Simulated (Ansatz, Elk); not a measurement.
## Na4ScBe: X-ray structure factors from the self-consistent density

Structure refinements treat a crystal as free atoms side by side. For a made-up structure of Na4ScBe (cell and positions from a PBE relaxation) the runs below show what the calculated density changes in F(hkl).

Main program and level: Elk 11.2.3 (patched build); DFT, PBE, all-electron APW+lo, Dirac cores, scalar-relativistic bands, static density, no spin.

The structure was built from a prototype and need not be the compound's stable phase.

## 1. Starting point

It takes space group P-6m2 (No. 187, hexagonal). Conventional cell: a = 5.797 Å, b = 5.797 Å, c = 5.325 Å, α = 90.00°, β = 90.00°, γ = 120.00°. Sc has 3 Na at 3.35 Å and 3 Be at 3.35 Å nearest. Nearest to Na lie 6 Na at 2.79 to 3.18 Å and 2 Be at 3.11 Å. Nearest to Na lie 6 Na at 3.18 Å and 3 Sc at 3.35 Å and 3 Be at 3.35 Å. Be has 9 Na at 3.11 to 3.35 Å and 3 Sc at 3.35 Å nearest. Farther neighbours are not listed.

## 2. Ground state and structure factors

An all-electron density is needed, since X-rays see the cores too. Task 0 finds the density and task 195 Fourier-transforms it; tshift is off so that phases refer to the origin typed.

Contents of elk.in:

```
tasks
  0
  195

xctype
  20

spinpol
  .false.

rgkmax
  7.0

gmaxvr
  14.0

lmaxo
  7

lmaxapw
  8

swidth
  0.002

tshift
  .false.

ramdisk
  .false.

hmaxvr
  5.5

maxscl
  120

epspot
  1e-06

sppath
  './'

avec
  10.95425521870 -0.00000000000 -0.00000000000
  -5.47712760935 9.48666329894 0.00000000000
  -0.00000000000 0.00000000000 10.06256069275

atoms
  3
  'Sc.in'
  1
  -0.0000000000 0.0000000000 -0.0000000000   0.000000 0.000000 0.000000
  'Na.in'
  4
  0.4936365737 0.9872731475 0.5000000000   0.000000 0.000000 0.000000
  0.4936365737 0.5063634263 0.5000000000   0.000000 0.000000 0.000000
  0.0127268525 0.5063634263 0.5000000000   0.000000 0.000000 0.000000
  0.6666666667 0.3333333333 0.0000000000   0.000000 0.000000 0.000000
  'Be.in'
  1
  0.3333333333 0.6666666667 -0.0000000000   0.000000 0.000000 0.000000

ngridk
  5 5 4
```

Launch:

```sh
> OMP_NUM_THREADS=4 elk
```

Numbers of over 12 decimals in the logs are rounded to 6 here.

The log of the run:

```text
┌─────────────────────────┐
│ Elk code version 11.2.3 │
└─────────────────────────┘

All units are atomic (Hartree, Bohr, etc.)

┌─────────────────────────────────────────────────┐
│ Ground-state run starting from atomic densities │
└─────────────────────────────────────────────────┘

Lattice vectors :
   10.95425522      -0.000000000      -0.000000000
  -5.477127609       9.486663299       0.000000000
  -0.000000000       0.000000000       10.06256069

Reciprocal lattice vectors :
  0.5735839801      0.3311588653       0.000000000
   0.000000000      0.6623177306       0.000000000
   0.000000000       0.000000000      0.6244121650

Unit cell volume      :    1045.694575
Brillouin zone volume :   0.2372109595

Muffin-tin inner radius fraction :   0.1000000000E-01

Nuclei treated as point charges

Species : 1 (Sc)
 parameters loaded from : Sc.in
 name : scandium
 nuclear charge    :   -21.00000000
 electronic charge :    21.00000000
 atomic mass :    81949.61073
 muffin-tin radius :    2.400000000
 number of radial points in muffin-tin :    993
 inner part over the whole radius :   0.9898716403E-02
 number on inner part of muffin-tin    :    698
 approximate nuclear radius :   0.6711386133E-04
 number of mesh points to nuclear radius :    323
 atomic positions (lattice), magnetic fields (Cartesian) :
  1 :   0.00000000  0.00000000  0.00000000    0.00000000  0.00000000  0.00000000

Species : 2 (Na)
 parameters loaded from : Na.in
 name : sodium
 nuclear charge    :   -11.00000000
 electronic charge :    11.00000000
 atomic mass :    41907.78703
 muffin-tin radius :    2.200000000
 number of radial points in muffin-tin :    793
 inner part over the whole radius :   0.9883648912E-02
 number on inner part of muffin-tin    :    551
 approximate nuclear radius :   0.5574345702E-04
 number of mesh points to nuclear radius :    238
 atomic positions (lattice), magnetic fields (Cartesian) :
  1 :   0.49363657  0.98727315  0.50000000    0.00000000  0.00000000  0.00000000
  2 :   0.49363657  0.50636343  0.50000000    0.00000000  0.00000000  0.00000000
  3 :   0.01272685  0.50636343  0.50000000    0.00000000  0.00000000  0.00000000
  4 :   0.66666667  0.33333333  0.00000000    0.00000000  0.00000000  0.00000000

Species : 3 (Be)
 parameters loaded from : Be.in
 name : beryllium
 nuclear charge    :   -4.000000000
 electronic charge :    4.000000000
 atomic mass :    16428.20280
 muffin-tin radius :    1.800000000
 number of radial points in muffin-tin :    593
 inner part over the whole radius :   0.9826427374E-02
 number on inner part of muffin-tin    :    403
 approximate nuclear radius :   0.4290726161E-04
 number of mesh points to nuclear radius :    156
 atomic positions (lattice), magnetic fields (Cartesian) :
  1 :   0.33333333  0.66666667  0.00000000    0.00000000  0.00000000  0.00000000

Total number of atoms per unit cell :    6
Total muffin-tin volume :    260.7438127
 ratio of muffin-tin to unit cell volume :   0.2493498761

Spin treatment :
 spin-unpolarised

Number of Bravais lattice symmetries :   24
Number of crystal symmetries         :   12
Crystal has no inversion symmetry
Complex Hermitian eigensolver will be used

k-point grid :      5     5     4
k-point offset :    0.000000000       0.000000000       0.000000000
k-point set is reduced with full crystal symmetry group
Total number of k-points :       21

Muffin-tin radius times maximum |G+k| :    7.000000000
 using average radius
Maximum |G+k| for APW functions       :    3.230769231
Maximum (1/2)|G+k|²                   :    5.218934911
Maximum |G| for potential and density :    14.00000000
Constant for pseudocharge density :    8
 order of it for each species :   15  15  15
 order of it for pair densities of each species (exact exchange by exxq0 0: 16) :   12  10   5
Radial integration step length :    1

G-vector grid sizes :     49    49    45
Number of G-vectors :    48495

Maximum angular momentum used for
 APW functions            :    8
[...]
exchange                    :     -96.632033230190
 correlation                 :     -2.572883
 electron entropic           :    -0.11438487289920E-02
 total energy                :     -1429.0949565767

Density of states at Fermi energy :    84.59711217
 (states/Hartree/unit cell)

Estimated indirect band gap :   0.2262785939E-02
 from k-point 21 to k-point 14
Estimated direct band gap   :   0.9346591359E-02
 at k-point 10

Charges :
 core                        :    20.00000000
 valence                     :    49.00000000
 interstitial                :    7.357167370
 muffin-tins (core leakage)
  species : 1 (Sc)
[...]
species : 2 (Na)
[...]
species : 3 (Be)
[...]
total in muffin-tins        :    61.64283263
 total calculated charge     :    68.99890068
 total charge                :    69.00000000
 error                       :   0.1099321290E-02

RMS change in Kohn-Sham potential (target) :    2.909944833     (  0.1000000000E-05)
Absolute change in total energy (target)   :   0.1808971170     (  0.1000000000E-03)

[... loops 3 to 17 left out ...]

┌──────────────────┐
│ Loop number : 18 │
└──────────────────┘

Energies :
 Fermi                       :     0.70516136018020E-01
 sum of occupied eigenvalues :     -795.30420317136
 electron kinetic            :      1435.4118975345
 core electron kinetic       :      1179.7101777409
 Coulomb                     :     -2764.6809134068
 Coulomb potential           :     -2102.4660042074
 nuclear-nuclear             :     -223.64556446653
 electron-nuclear            :     -2984.3407161860
 Hartree                     :      443.30536724568
 Madelung                    :     -1713.4479113031
 xc potential                :     -128.25009649839
 exchange                    :     -96.750641310093
 correlation                 :     -2.579661
 electron entropic           :    -0.19938475629259E-02
 total energy                :     -1428.6013124525

Density of states at Fermi energy :    150.0011646
 (states/Hartree/unit cell)

Estimated indirect band gap :   0.7414608286E-03
 from k-point 4 to k-point 6
Estimated direct band gap   :   0.1030496735E-01
 at k-point 19

Charges :
 core                        :    20.00000000
 valence                     :    49.00000000
 interstitial                :    7.133574801
 muffin-tins (core leakage)
  species : 1 (Sc)
[...]
species : 2 (Na)
[...]
species : 3 (Be)
[...]
total in muffin-tins        :    61.86642520
 total calculated charge     :    68.99891592
 total charge                :    69.00000000
 error                       :   0.1084076067E-02

RMS change in Kohn-Sham potential (target) :   0.9990197876E-07 (  0.1000000000E-05)
Absolute change in total energy (target)   :   0.4228023272E-05 (  0.1000000000E-03)

Convergence targets achieved

┌──────────────────┐
│ Loop number : 19 │
└──────────────────┘

Energies :
 Fermi                       :     0.70516137886437E-01
 sum of occupied eigenvalues :     -795.30420309713
 electron kinetic            :      1435.4118973773
 core electron kinetic       :      1179.7101773160
 Coulomb                     :     -2764.6809136303
 Coulomb potential           :     -2102.4660031359
 nuclear-nuclear             :     -223.64556446653
 electron-nuclear            :     -2984.3407176986
 Hartree                     :      443.30536853490
 Madelung                    :     -1713.4479120623
 xc potential                :     -128.25009733855
 exchange                    :     -96.750641373818
 correlation                 :     -2.579661
 electron entropic           :    -0.19938477169220E-02
 total energy                :     -1428.6013128974

Density of states at Fermi energy :    150.0011740
 (states/Hartree/unit cell)

Estimated indirect band gap :   0.7414610843E-03
 from k-point 3 to k-point 6
Estimated direct band gap   :   0.1030496814E-01
 at k-point 16

Charges :
 core                        :    20.00000000
 valence                     :    49.00000000
 interstitial                :    7.133574664
 muffin-tins (core leakage)
  species : 1 (Sc)
[...]
species : 2 (Na)
[...]
atom 3                    :    10.09451894     ( -0.9715865845E-07)
   atom 4                    :    10.09580110     ( -0.9715865490E-07)
  species : 3 (Be)
   atom 1                    :    2.566386089     (  0.1079293886E-02)
 total in muffin-tins        :    61.86642534
 total calculated charge     :    68.99891592
 total charge                :    69.00000000
 error                       :   0.1084076042E-02

┌──────────────────────────────┐
│ Self-consistent loop stopped │
└──────────────────────────────┘

Warning : core states of species 3 leak from the muffin-tin :   0.1079293886E-02

Wrote STATE.OUT
```

Elapsed: 66 s, on 4 threads of Arm Neoverse V2, shared host; peak memory 0.23 GiB; 3.3 min of CPU time.

SFACRHO.OUT:

```text

h k l indices transformed by vhmat matrix:
   1.000000000       0.000000000       0.000000000    
   0.000000000       1.000000000       0.000000000    
   0.000000000       0.000000000       1.000000000    

      h      k      l  multipl.   |H|            Re(F)            Im(F)           |F|

      0      0      0      1   0.0000000       69.000000      0.15899295E-15   69.000000    
      0      0     -1      2  0.62441216       2.2803053     -0.15661594E-13   2.2803053    
      0     -1      0      3  0.66231773       2.0863967      -4.0845962       4.5866085    
      1     -1      0      3  0.66231773       2.0863967       4.0845963       4.5866085    
     -1      1      1      6  0.91025015       20.229057      -7.0777354       21.431498    
     -1      0     -1      6  0.91025015       20.229057       7.0777354       21.431498    
     -1      2      0      6   1.1471680       18.141554     -0.94916608E-08   18.141554    
      0      0      2      2   1.2488243       51.378175     -0.28219583E-13   51.378175    
      1      1     -1     12   1.3060953       33.735489      0.55425634E-14   33.735489    
      0      2      0      3   1.3246355       34.686599      -5.5075123       35.121117    
      2      0      0      3   1.3246355       34.686599       5.5075123       35.121117    
     -1      0     -2      6   1.4135866       1.6449407       4.0476099       4.3690933    
      1      0     -2      6   1.4135866       1.6449407      -4.0476099       4.3690933    
      2     -2      1      6   1.4644281      -14.276036      -5.3299586       15.238558    
     -2      2     -1      6   1.4644281      -14.276036       5.3299586       15.238558    
     -1      2      2     12   1.6957466       15.519526     -0.82219066E-08   15.519526    
      2      1      0      6   1.7523280       1.4705364      -7.2022898       7.3508813    
      3     -2      0      6   1.7523280       1.4705364       7.2022898       7.3508813
```

Elk indexes on the primitive cell of elk.in and gives |H| = 4π sin θ/λ in inverse bohr. Below, one row stands for each form hkl of the conventional cell (m members, Friedel mates merged), F is for one primitive cell and the density is static (no thermal factor). Free-atom factors are Waasmaier and Kirfel's, and R is Σm||F|−|F'||/Σm|F|.

| hkl | m | sin θ/λ (Å⁻¹) | abs F, DFT | neutral atoms | diff. | abs of complex diff. |
| --- | --- | --- | --- | --- | --- | --- |
| 001 | 2 | 0.094 | 2.280 | 2.012 | +0.268 | 0.268 |
| 100 | 6 | 0.100 | 4.587 | 4.761 | -0.174 | 0.174 |
| 101 | 12 | 0.137 | 21.432 | 21.616 | -0.184 | 0.191 |
| 110 | 6 | 0.172 | 18.142 | 18.330 | -0.188 | 0.188 |
| 002 | 2 | 0.188 | 51.378 | 51.665 | -0.287 | 0.287 |
| 111 | 12 | 0.196 | 33.736 | 33.981 | -0.245 | 0.245 |
| 200 | 6 | 0.199 | 35.121 | 35.266 | -0.145 | 0.171 |
| 102 | 12 | 0.213 | 4.369 | 4.320 | +0.049 | 0.125 |
| 201 | 12 | 0.220 | 15.239 | 15.397 | -0.158 | 0.187 |
| 112 | 12 | 0.255 | 15.520 | 15.514 | +0.006 | 0.006 |
| 210 | 12 | 0.264 | 7.351 | 7.378 | -0.027 | 0.084 |
| 202 | 12 | 0.274 | 30.565 | 30.633 | -0.068 | 0.068 |
| 211 | 24 | 0.280 | 15.786 | 15.793 | -0.007 | 0.019 |
| 003 | 2 | 0.282 | 0.446 | 0.317 | +0.129 | 0.129 |

## 3. The highest occupied states alone

An energy window below the Fermi level keeps the highest occupied states, to see at which angles they scatter; shallow core shells can lie inside it and anion s states outside. No new self-consistency is needed.

elk.in: that of step 2 with these lines changed.

```diff
@@ -1,3 +1,2 @@
 tasks
-  0
   195
@@ -40,2 +39,5 @@
 
+wsfac
+  -0.370480 0.370520
+
 sppath
```

Launch:

```sh
> OMP_NUM_THREADS=4 elk
```

The log of the run:

```text
┌─────────────────────────────────┐
│ Elk code version 11.2.3 started │
└─────────────────────────────────┘

Info(readinput): the functional depends on the density's gradient
 muffin-tin radial points multiplied by    2.00000
 (not where nrmtscf is given)

┌────────────────────┐
│ Current task : 195 │
└────────────────────┘

Info(sfacrho): density structure factors written to SFACRHO.OUT

 Energy window :  -0.3704800000      0.3705200000

┌──────────────────┐
│ Elk code stopped │
└──────────────────┘
```

The job ended after 14 s (4 threads; peak memory 0.16 GiB; 15 s of CPU time).

States within 12 eV below the Fermi level hold 9.00 electrons; any levels below the window count with the cores. Their amplitudes can exceed the total, where window and core parts have opposite phase:

| hkl | sin θ/λ (Å⁻¹) | abs F, window | abs F, all |
| --- | --- | --- | --- |
| 001 | 0.094 | 2.301 | 2.280 |
| 100 | 0.100 | 0.992 | 4.587 |
| 101 | 0.137 | 0.682 | 21.432 |
| 110 | 0.172 | 0.610 | 18.142 |
| 002 | 0.188 | 0.406 | 51.378 |
| 111 | 0.196 | 0.347 | 33.736 |
| 200 | 0.199 | 0.149 | 35.121 |
| 102 | 0.213 | 0.330 | 4.369 |
| 201 | 0.220 | 0.310 | 15.239 |
| 112 | 0.255 | 0.244 | 15.520 |

## 4. Another functional

The difference from free atoms is small, so it is set against the change that PBEsol makes.

elk.in: that of step 3 with these lines changed.

```diff
@@ -1,2 +1,3 @@
 tasks
+  0
   195
@@ -4,3 +5,3 @@
 xctype
-  20
+  22
 
@@ -39,5 +40,2 @@
 
-wsfac
-  -0.370480 0.370520
-
 sppath
```

Launch:

```sh
> OMP_NUM_THREADS=4 elk
```

The log of the run:

```text
┌─────────────────────────┐
│ Elk code version 11.2.3 │
└─────────────────────────┘

All units are atomic (Hartree, Bohr, etc.)

┌─────────────────────────────────────────────────┐
│ Ground-state run starting from atomic densities │
└─────────────────────────────────────────────────┘

Lattice vectors :
   10.95425522      -0.000000000      -0.000000000
  -5.477127609       9.486663299       0.000000000
  -0.000000000       0.000000000       10.06256069

Reciprocal lattice vectors :
  0.5735839801      0.3311588653       0.000000000
[...]
species : 1 (Sc)
[...]
species : 2 (Na)
[...]
atom 4                    :    10.09444978     ( -0.9715865623E-07)
  species : 3 (Be)
   atom 1                    :    2.559098214     (  0.1115456103E-02)
 total in muffin-tins        :    61.85281442
 total calculated charge     :    68.99887975
 total charge                :    69.00000000
 error                       :   0.1120245630E-02

┌──────────────────────────────┐
│ Self-consistent loop stopped │
└──────────────────────────────┘

Warning : core states of species 3 leak from the muffin-tin :   0.1115456103E-02

Wrote STATE.OUT
[key lines of the parts left out:]
total energy                :     -1426.0617319565
```

Run time: 67 s. Hardware: 4 threads; peak memory 0.23 GiB.

Against the first run R = 0.07 %; the largest change is -0.028 at 004.

## 5. A coarser k-mesh

About half the k-points along each axis test the sampling.

elk.in: that of step 4 with these lines changed.

```diff
@@ -5,3 +5,3 @@
 xctype
-  22
+  20
 
@@ -64,2 +64,2 @@
 ngridk
-  5 5 4
+  2 2 2
```

Launch:

```sh
> OMP_NUM_THREADS=4 elk
```

The log of the run:

```text
┌─────────────────────────┐
│ Elk code version 11.2.3 │
└─────────────────────────┘

All units are atomic (Hartree, Bohr, etc.)

┌─────────────────────────────────────────────────┐
│ Ground-state run starting from atomic densities │
└─────────────────────────────────────────────────┘

Lattice vectors :
   10.95425522      -0.000000000      -0.000000000
  -5.477127609       9.486663299       0.000000000
  -0.000000000       0.000000000       10.06256069

Reciprocal lattice vectors :
  0.5735839801      0.3311588653       0.000000000
[...]
species : 1 (Sc)
[...]
species : 2 (Na)
[...]
atom 4                    :    10.08775168     ( -0.9715865712E-07)
  species : 3 (Be)
   atom 1                    :    2.570674392     (  0.1079818787E-02)
 total in muffin-tins        :    61.88024670
 total calculated charge     :    68.99891307
 total charge                :    69.00000000
 error                       :   0.1086926429E-02

┌──────────────────────────────┐
│ Self-consistent loop stopped │
└──────────────────────────────┘

Warning : core states of species 3 leak from the muffin-tin :   0.1079818787E-02

Wrote STATE.OUT
[key lines of the parts left out:]
total energy                :     -1428.5936213549
```

Elapsed: 28 s, on 4 threads; peak memory 0.23 GiB; 58 s of CPU time.

Against the first run R = 0.08 %; the largest change is -0.022 at 002.

## 6. Settings against the effect

| run | R against the first run (%) | R against neutral atoms, low angle (%) | wall time |
| --- | --- | --- | --- |
| PBE, rgkmax 7 | 0.00 | 0.51 | 66 s |
| PBEsol | 0.07 | 0.54 | 67 s |
| k-mesh 2×2×2 | 0.08 | 0.53 | 28 s |

## 7. Summary of results

```yaml
r_against_neutral_atoms_sin_theta_lambda_0p3_a_minus1: 0.51 %
r_against_neutral_atoms_0p3_to_0p76_a_minus1: 0.20 %
```

What this shows: Independent neutral atoms miss the calculated amplitudes by R = 0.51 % below 0.3 Å⁻¹ and 0.20 % from there to 0.76 Å⁻¹; by shells, 1.31 % below 0.15 Å⁻¹ (3 forms), 0.42 % 0.15 to 0.3 (13 forms), 0.17 % 0.3 to 0.45 (23 forms), 0.21 % above 0.45 (110 forms). Bonding, aspherical density and the tables' own atoms all enter these figures, and the runs don't part them. The largest change of an amplitude is -0.29 electrons, at 002. R counts amplitudes alone; phases shift too. Weak lines can change much in proportion: 003 goes from 0.32 to 0.45. The window's part falls from 9.0 electrons at the origin to at most 0.13 between 0.45 and 0.76 Å⁻¹. Below 0.3 Å⁻¹ the changes that finished (PBEsol and k-mesh 2×2×2) move F by R = 0.07 % at most, against the 0.51 % that separates it from free atoms. The basis has no finished test. Part of the difference isn't bonding: the tables are fits to free atoms and ions calculated by other methods than this functional. Thermal motion, anomalous dispersion and extinction are left out.

[Logs are printed without paths, hosts, clocks, repeated set-up lines and the standing remarks that a program may print on its own settings, such as how far it seeks lower states.]

[Hosts, paths, dates, database ids (printed as entryN), source tags and the programs' standing remarks are cut or masked in the printed files.]
